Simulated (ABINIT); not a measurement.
**A GW chain in ABINIT: Au2S (Pn-3m)**

Aim: the G0W0 gap of Au2S (Pn-3m) on LDA, step by step.

Program: ABINIT 10.8.3. Level of theory: LDA and many-body steps on it, plane waves. Results are calculated unless marked as measured.

Report form: the programs' logs are mostly left out.

### 1. Starting point

The structure is cubic, space group Pn-3m (No. 224). The conventional cell has a = 5.274 Å, b = 5.274 Å, c = 5.274 Å, α = 90.00°, β = 90.00°, γ = 90.00°. S has 4 Au at 2.28 Å nearest. Nearest to Au lie 2 S at 2.28 Å. Farther neighbours and most contacts between anions are not listed.

Coordinates:

```cif
data_structure
_symmetry_space_group_name_H-M 'P 1'
_symmetry_Int_Tables_number 1
_cell_length_a 5.2740
_cell_length_b 5.2740
_cell_length_c 5.2740
_cell_angle_alpha 90.000
_cell_angle_beta 90.000
_cell_angle_gamma 90.000
_cell_volume 146.70
loop_
_atom_site_label
_atom_site_type_symbol
_atom_site_fract_x
_atom_site_fract_y
_atom_site_fract_z
_atom_site_occupancy
S1 S 0.00000 0.00000 0.00000 1
S2 S 0.50000 0.50000 0.50000 1
Au3 Au 0.25000 0.25000 0.75000 1
Au4 Au 0.75000 0.25000 0.25000 1
Au5 Au 0.25000 0.75000 0.25000 1
Au6 Au 0.75000 0.75000 0.75000 1
```

The cell and positions are those that the Materials Project relaxed with its own functionals (PBE, PBE+U or r2SCAN), kept fixed. Spin-orbit coupling is left out unless a step names it.

### 2. Ground state

This step: ABINIT 10.8.3; DFT, LDA, plane waves, norm-conserving pseudopotentials.

The ground-state density comes first.

Contents of run.abi:

```
acell 3*1.0 Angstrom
rprim 
  5.273982180000 0.000000000000 0.000000000000
  0.000000000000 5.273982180000 0.000000000000
  0.000000000000 0.000000000000 5.273982180000
ntypat 2
znucl 16 79
natom 6
typat 1 1 2 2 2 2
xred 
  -0.000000000000 0.000000000000 -0.000000000000
  0.500000000000 0.500000000000 0.500000000000
  0.250000000000 0.250000000000 0.750000000000
  0.750000000000 0.250000000000 0.250000000000
  0.250000000000 0.750000000000 0.250000000000
  0.750000000000 0.750000000000 0.750000000000
pp_dirpath "pseudos"
pseudos "S.upf, Au.upf"
ecut 28
ngkpt 4 4 4
nshiftk 1
shiftk 0 0 0
kptopt 1
chksymbreak 0
nband 51
occopt 1
tolvrs 1e-10
nstep 60
prtwf 0
optforces 0
optstress 0
indata_prefix "in"
outdata_prefix "out"
tmpdata_prefix "tmp"
```

Command:

```console
> OMP_NUM_THREADS=1 mpirun -n 8 abinit run.abi > log
```

Wall time 29 s (8 MPI ranks of Intel Xeon Platinum 8488C (Sapphire Rapids), shared host); peak memory 0.76 GiB.

This step gave:

```
total energy               : -16661.5363 eV
gap                        : 1.989 eV
k of the valence top       : 0, 0, 0
k of the conduction bottom : 0, 0, 0
least direct gap           : 1.989 eV
```

The gap is direct, at Γ.

### 3. Bands along the symmetry lines

The cheap functional maps the bands first; the places of the edges decide which points the dearer methods must see.

Contents of run.abi:

```
acell 3*1.0 Angstrom
rprim 
  5.273982180000 0.000000000000 0.000000000000
  0.000000000000 5.273982180000 0.000000000000
  0.000000000000 0.000000000000 5.273982180000
ntypat 2
znucl 16 79
natom 6
typat 1 1 2 2 2 2
xred 
  -0.000000000000 0.000000000000 -0.000000000000
  0.500000000000 0.500000000000 0.500000000000
  0.250000000000 0.250000000000 0.750000000000
  0.750000000000 0.250000000000 0.250000000000
  0.250000000000 0.750000000000 0.250000000000
  0.750000000000 0.750000000000 0.750000000000
pp_dirpath "pseudos"
pseudos "S.upf, Au.upf"
ecut 28
iscf -2
irdden 1
kptopt 0
nkpt 50
kpt 
  0.00000000 0.00000000 0.00000000
  0.00000000 0.06250000 0.00000000
  0.00000000 0.12500000 0.00000000
  0.00000000 0.18750000 0.00000000
  0.00000000 0.25000000 0.00000000
  0.00000000 0.31250000 0.00000000
  0.00000000 0.37500000 0.00000000
  0.00000000 0.43750000 0.00000000
  0.00000000 0.50000000 0.00000000
  0.06250000 0.50000000 0.00000000
  0.12500000 0.50000000 0.00000000
  0.18750000 0.50000000 0.00000000
  0.25000000 0.50000000 0.00000000
  0.31250000 0.50000000 0.00000000
  0.37500000 0.50000000 0.00000000
  0.43750000 0.50000000 0.00000000
  0.50000000 0.50000000 0.00000000
  0.43750000 0.43750000 0.00000000
  0.37500000 0.37500000 0.00000000
  0.31250000 0.31250000 0.00000000
  0.25000000 0.25000000 0.00000000
  0.18750000 0.18750000 0.00000000
  0.12500000 0.12500000 0.00000000
  0.06250000 0.06250000 0.00000000
  0.00000000 0.00000000 0.00000000
  0.06250000 0.06250000 0.06250000
  0.12500000 0.12500000 0.12500000
  0.18750000 0.18750000 0.18750000
  0.25000000 0.25000000 0.25000000
  0.31250000 0.31250000 0.31250000
  0.37500000 0.37500000 0.37500000
  0.43750000 0.43750000 0.43750000
  0.50000000 0.50000000 0.50000000
  0.43750000 0.50000000 0.43750000
  0.37500000 0.50000000 0.37500000
  0.31250000 0.50000000 0.31250000
  0.25000000 0.50000000 0.25000000
  0.18750000 0.50000000 0.18750000
  0.12500000 0.50000000 0.12500000
  0.06250000 0.50000000 0.06250000
  0.00000000 0.50000000 0.00000000
  0.50000000 0.50000000 0.50000000
  0.50000000 0.50000000 0.43750000
  0.50000000 0.50000000 0.37500000
  0.50000000 0.50000000 0.31250000
  0.50000000 0.50000000 0.25000000
  0.50000000 0.50000000 0.18750000
  0.50000000 0.50000000 0.12500000
  0.50000000 0.50000000 0.06250000
  0.50000000 0.50000000 0.00000000
istwfk *1
nband 51
nbdbuf 2
tolwfr 1e-08
nstep 40
prtwf 0
prtvol 0
indata_prefix "in"
outdata_prefix "out"
tmpdata_prefix "tmp"
```

Run time: 49 s. Hardware: 8 MPI ranks; peak memory 0.88 GiB; 6.5 min of CPU time.

Numbers from this step:

```yaml
gap: 1.989 eV
k_of_the_valence_top: 0, 0, 0
k_of_the_conduction_bottom: 0, 0, 0
least_direct_gap: 1.989 eV
```

The gap is 1.989 eV, as in the run before at this level.

The electronic bands at the labelled points (eV, zero at the top of the highest filled band):

| point | band 41 | band 42 | band 43 | band 44 | band 45 | band 46 | band 47 | band 48 |
| --- | --- | --- | --- | --- | --- | --- | --- | --- |
| Γ | -1.60 | 0.00 | 0.00 | 0.00 | 1.99 | 1.99 | 2.06 | 6.33 |
| halfway | -1.43 | -1.13 | -0.11 | -0.11 | 2.68 | 2.71 | 3.67 | 5.26 |
| X | -0.65 | -0.65 | -0.39 | -0.39 | 4.13 | 4.13 | 4.29 | 4.29 |
| halfway | -0.73 | -0.73 | -0.50 | -0.50 | 3.14 | 3.14 | 4.35 | 4.35 |
| M | -0.65 | -0.65 | -0.57 | -0.57 | 2.46 | 2.46 | 3.99 | 3.99 |
| halfway | -1.19 | -1.13 | -0.48 | -0.25 | 3.05 | 3.38 | 4.06 | 4.40 |
| Γ | -1.60 | 0.00 | 0.00 | 0.00 | 1.99 | 1.99 | 2.06 | 6.33 |
| halfway | -1.46 | -0.82 | -0.82 | -0.25 | 3.41 | 3.66 | 3.90 | 3.90 |
| R | -0.95 | -0.68 | -0.68 | -0.68 | 3.48 | 3.48 | 3.48 | 4.94 |
| halfway | -1.23 | -0.70 | -0.65 | -0.50 | 2.71 | 3.78 | 3.79 | 4.46 |
| X | -0.65 | -0.65 | -0.39 | -0.39 | 4.13 | 4.13 | 4.29 | 4.29 |
| jump to R | -0.95 | -0.68 | -0.68 | -0.68 | 3.48 | 3.48 | 3.48 | 4.94 |
| halfway | -0.77 | -0.77 | -0.70 | -0.66 | 2.27 | 3.81 | 3.81 | 4.13 |
| M | -0.65 | -0.65 | -0.57 | -0.57 | 2.46 | 2.46 | 3.99 | 3.99 |

### 4. Empty states on the mesh, 2×2×2 mesh, 244 bands

The sums over transitions need many empty states on a uniform mesh; this step solves for them.

Contents of run.abi:

```
acell 3*1.0 Angstrom
rprim 
  5.273982180000 0.000000000000 0.000000000000
  0.000000000000 5.273982180000 0.000000000000
  0.000000000000 0.000000000000 5.273982180000
ntypat 2
znucl 16 79
natom 6
typat 1 1 2 2 2 2
xred 
  -0.000000000000 0.000000000000 -0.000000000000
  0.500000000000 0.500000000000 0.500000000000
  0.250000000000 0.250000000000 0.750000000000
  0.750000000000 0.250000000000 0.250000000000
  0.250000000000 0.750000000000 0.250000000000
  0.750000000000 0.750000000000 0.750000000000
pp_dirpath "pseudos"
pseudos "S.upf, Au.upf"
ecut 28
ngkpt 2 2 2
nshiftk 1
shiftk 0 0 0
kptopt 1
chksymbreak 0
iscf -2
irdden 1
istwfk *1
nband 244
nbdbuf 22
tolwfr 1e-09
nstep 60
prtvol 0
indata_prefix "in"
outdata_prefix "out"
tmpdata_prefix "tmp"
```

Command:

```console
> OMP_NUM_THREADS=2 mpirun -n 4 abinit run.abi > log
```

The job ended after 61 s (4 MPI ranks; peak memory 0.52 GiB).

Numbers from this step:

```yaml
gap: 1.989 eV
k_of_the_valence_top: 0, 0, 0
k_of_the_conduction_bottom: 0, 0, 0
least_direct_gap: 1.989 eV
k_points_computed: 4
lowest_point_of_the_top_converged_band_above_the_valence_top: 58.8838 eV
```

On this mesh the gap is 1.989 eV.

### 5. Screening, 2×2×2 mesh, 222 bands, screening to 130.6 eV

The RPA dielectric matrix is built and inverted for each q.

This step: RPA screening on LDA, plane waves, norm-conserving pseudopotentials.

run.abi: that of step 4 with these lines changed.

```diff
@@ -24,10 +24,11 @@
 chksymbreak 0
-iscf -2
-irdden 1
 istwfk *1
-nband 244
-nbdbuf 22
-tolwfr 1e-09
-nstep 60
-prtvol 0
+occopt 1
+irdwfk 1
+optdriver 3
+nband 222
+ecuteps 4.8
+inclvkb 2
+awtr 1
+symchi 1
 indata_prefix "in"
```

Command:

```console
> OMP_NUM_THREADS=1 mpirun -n 8 abinit run.abi > log
```

Run time: 47 s. Hardware: 8 MPI ranks; peak memory 3.1 GiB.

Numbers from this step:

| Quantity | Value |
| --- | --- |
| ε∞ with local fields, on this mesh, along the program's q direction | 10.91 |
| the same without local fields | 12.54 |
| plasma frequency | 28.76 eV |
| plane waves in the screening matrix | 485 |

Local fields lower ε∞ by 13 %. On a Γ-centred mesh this coarse the value itself is usually too large, while a short band sum pulls it down.

### 6. Self-energy, 2×2×2 mesh, 222 bands, screening to 130.6 eV

The self-energy is evaluated for the states that the input lists, and the levels follow from it, in one-shot runs by the linearised quasiparticle equation.

This step: G0W0 on LDA, plane waves, norm-conserving pseudopotentials.

run.abi: that of step 5 with these lines changed.

```diff
@@ -27,8 +27,15 @@
 irdwfk 1
-optdriver 3
+optdriver 4
 nband 222
+gwcalctyp 0
+ecutsigx 28
+symsigma 1
+nkptgw 1
+kptgw 
+  0.0000000000 0.0000000000 0.0000000000
+bdgw 
+  42 46
 ecuteps 4.8
-inclvkb 2
-awtr 1
-symchi 1
+irdscr 1
+ppmodel 1
 indata_prefix "in"
```

The job ended after 7.1 s (8 MPI ranks; peak memory 2 GiB; 54 s of CPU time).

Numbers from this step:

- G0W0 gap on the points computed: 2.513 eV
- starting gap on the mesh: 1.989 eV
- k of the valence top: 0, 0, 0
- k of the conduction bottom: 0, 0, 0
- Z at the valence top: 0.804
- Z at the conduction bottom: 0.831
- least direct G0W0 gap on the computed points: 2.513 eV

The gap on the mesh goes from 1.99 eV to 2.51 eV, a correction of +0.52 eV.

Limits: finite bands, cutoff and mesh; d shell near the gap, gap tends to lie low; no spin-orbit coupling; coarse k mesh. v1 is the top filled band, c1 the lowest empty one. Levels before and after the correction, in eV, zero at the valence-band top of each column:

|  | conduction bottom | valence top |
| --- | --- | --- |
| Kohn-Sham | 1.99 | 0.00 |
| G0W0 | 2.51 | 0.00 |

|  | level | energy (eV) |
| --- | --- | --- |
| Kohn-Sham | Γ v3-v1 | 0.000 |
| Kohn-Sham | Γ c1-c2 | 1.989 |
| G0W0 | Γ v3-v1 | 0.000 |
| G0W0 | Γ c1-c2 | 2.513 |

### 7. Where the time went

Times are wall times on the hardware named with each run, good to a factor of about two.

| step | time | share | memory (GiB) |
| --- | --- | --- | --- |
| ground state | 29 s | 15 % | 0.76 |
| bands along the symmetry lines | 49 s | 25 % | 0.88 |
| empty states on the mesh | 61 s | 32 % | 0.52 |
| screening | 47 s | 24 % | 3.1 |
| self-energy | 7.1 s | 4 % | 2.0 |

### 8. Outcome

```
LDA gap              : 1.99 eV, direct
G0W0 gap on the mesh : 2.51 eV
GW settings          : 2×2×2 mesh, 222 bands, screening to 130.6 eV, Godby-Needs plasmon pole
known limits         : not at the basis limit; d shell near the gap, gap tends to lie low; no spin-orbit coupling; coarse k mesh
```

What this shows: G0W0 moves the gap on the mesh from 1.99 eV to 2.51 eV (+0.52 eV), with Z of 0.80 and 0.83 at the edges. Local fields lower the RPA ε∞ on this mesh from 12.54 to 10.91; a Γ-centred mesh this coarse tends to raise both, most where the direct gap is narrow, while a short band sum lowers them. Only 1 of the mesh's irreducible points was corrected, so a valley elsewhere could overtake. Bands and cutoff are finite, so the gap is not at the basis limit. The miss can reach some tenths of an eV and take either sign; the mesh is an error of its own. In the G0W0 run levels were corrected at 1 k point alone, so a gap called «on the mesh» is the least over those, and an edge elsewhere would be missed. The 2×2×2 mesh is coarse for this cell, which bears on the long-range parts of exchange and screening. A d shell, filled or nearly so, lies near the gap. One-shot GW converges very slowly in bands there, not always from below, and on a semilocal start the gap tends to come out low; starts rich in exact exchange can overshoot instead. The many-body steps are scalar-relativistic: spin-orbit coupling is not in them.

[Paths, hosts, dates, memory and timing lines, banners, echoed tables and standing remarks are left out of the program output.]

[Logs are printed without paths, hosts, clocks, repeated set-up lines and the standing remarks that a program may print on its own settings, such as how far it seeks lower states.]

[Runs of the session that timed out or met a known fault of the program may be left out.]

[Hosts, paths, dates, database ids (printed as entryN), source tags and the programs' standing remarks are cut or masked in the printed files.]

[G0W0 gaps are taken among the corrected bands and points alone; a level outside them can change the order at an edge.]

[Where Ansatz stands beside ABINIT at settings called matched, ABINIT's density can come from a denser mesh and the files from another edition; pairs whose starting gaps differed by over 0.03 eV were left out, so agreement reads better than it is.]
